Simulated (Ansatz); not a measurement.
## How V(100) screens a field: atoms held, field 0

Ansatz 0.2.0; plane-wave DFT, PBE, Ansatz PAW.

A sawtooth potential applies the field, turning back in the middle of the vacuum. With the dipole correction the typed value is the field outside the slab. The induced dipole is small, so the SCF threshold is tight.

input.yaml reads:

```yaml
crystal:
  lattice:
    - [3.02, 0.0, 0.0]
    - [0.0, 3.02, 0.0]
    - [0.0, 0.0, 30.08]
  atoms:
    - { symbol: V, position: [0.0, 0.0, 0.2992021277] }
    - { symbol: V, position: [0.5, 0.5, 0.3494015957] }
    - { symbol: V, position: [0.0, 0.0, 0.3996010638] }
    - { symbol: V, position: [0.5, 0.5, 0.4498005319] }
    - { symbol: V, position: [0.0, 0.0, 0.5] }
    - { symbol: V, position: [0.5, 0.5, 0.5501994681] }
    - { symbol: V, position: [0.0, 0.0, 0.6003989362] }
    - { symbol: V, position: [0.5, 0.5, 0.6505984043] }
    - { symbol: V, position: [0.0, 0.0, 0.7007978723] }
kpoints:
  mp_grid: { grid: [18, 18, 1] }
hamiltonian:
  xc: pbe
scf:
  occupations: { method: fermi_dirac, width: 0.1 }
  convergence: { dr2_threshold: 1.0e-10 }
efield:
  axis: 3
  dipole_correction: true
  ramp_position: 0.97
  ramp_width: 0.06
  amplitude: 0
output:
  forces: true
  write_potential: true
  write_density: true
  volumetric_format: npy
```

Run with:

```bash
> ansatz run input.yaml --threads 4 --pin off --max-ram 6144MiB --backend cpu --events-out ev --progress --plain --runs-dir out
```

Before running it: what should come out for the work function, upper face; and electron's electrostatic potential energy less the Fermi level against z?

In the vacuum the potential turns flat, and its height over the Fermi level, 3.85 eV, is the work function of the face beside that plateau.

This run has no spin polarisation, although V can carry a moment.

This step gave:

| Item | Value |
| --- | --- |
| work function, upper face | 3.854 eV |
| dipole along the normal | 5.19e-8 e·Å |

Running mean over 1.51 Å of the planar mean; the ramp of the sawtooth is left out. The electron's electrostatic potential energy less the Fermi level by z:

z (Å), electron's electrostatic potential energy less the Fermi level (eV) and a bar from the least value:
```
      3.5       3.85 ##############################
      4.0       3.85 ##############################
      4.5       3.85 ##############################
      5.0       3.84 ##############################
      5.5       3.82 ##############################
      6.0       3.77 ##############################
      6.5       3.60 #############################
      7.0       3.15 ############################
      7.5       1.87 #########################
      8.0      -1.26 #################
      8.5      -4.92 ########
      9.0      -7.40 #
      9.5      -7.88 
     10.0      -7.82 
     10.5      -7.76 
     11.0      -7.78 
     11.5      -7.78 
     12.0      -7.77 
     12.5      -7.76 
     13.0      -7.75 
     13.5      -7.73 
     14.0      -7.72 
     14.5      -7.72 
     15.0      -7.71 
     15.5      -7.72 
     16.0      -7.72 
     16.5      -7.73 
     17.0      -7.74 
     17.5      -7.76 
     18.0      -7.77 
     18.5      -7.78 
     19.0      -7.79 
     19.5      -7.76 
     20.0      -7.80 
     20.5      -7.88 
     21.0      -7.59 #
     21.5      -5.44 ######
     22.0      -1.85 ###############
     22.5       1.48 ########################
     23.0       3.03 ############################
     23.5       3.56 #############################
     24.0       3.75 ##############################
     24.5       3.82 ##############################
     25.0       3.84 ##############################
     25.5       3.85 ##############################
     26.0       3.85 ##############################
     26.5       3.85 ##############################
```

Force by atom:

```
atom  x (eV/Å)  y (eV/Å)  z (eV/Å)  size
  V1      0.00      0.00      1.15  1.15
  V2      0.00      0.00     -0.73  0.73
  V3      0.00      0.00     -0.33  0.33
  V4      0.00      0.00      0.18  0.18
  V5      0.00      0.00      0.00  0.00
  V6      0.00      0.00     -0.18  0.18
  V7      0.00      0.00      0.33  0.33
  V8      0.00      0.00      0.73  0.73
  V9      0.00      0.00     -1.15  1.15
```

[Logs are printed without paths, hosts, clocks, repeated set-up lines and the standing remarks that a program may print on its own settings, such as how far it seeks lower states.]

[Hosts, paths, dates, database ids (printed as entryN), source tags and the programs' standing remarks are cut or masked in the printed files.]

[Maps of the electrostatic potential energy from Ansatz leave out the sawtooth potential of an applied field or a dipole correction, so their vacuum need not be flat; planar profiles and work functions include it.]
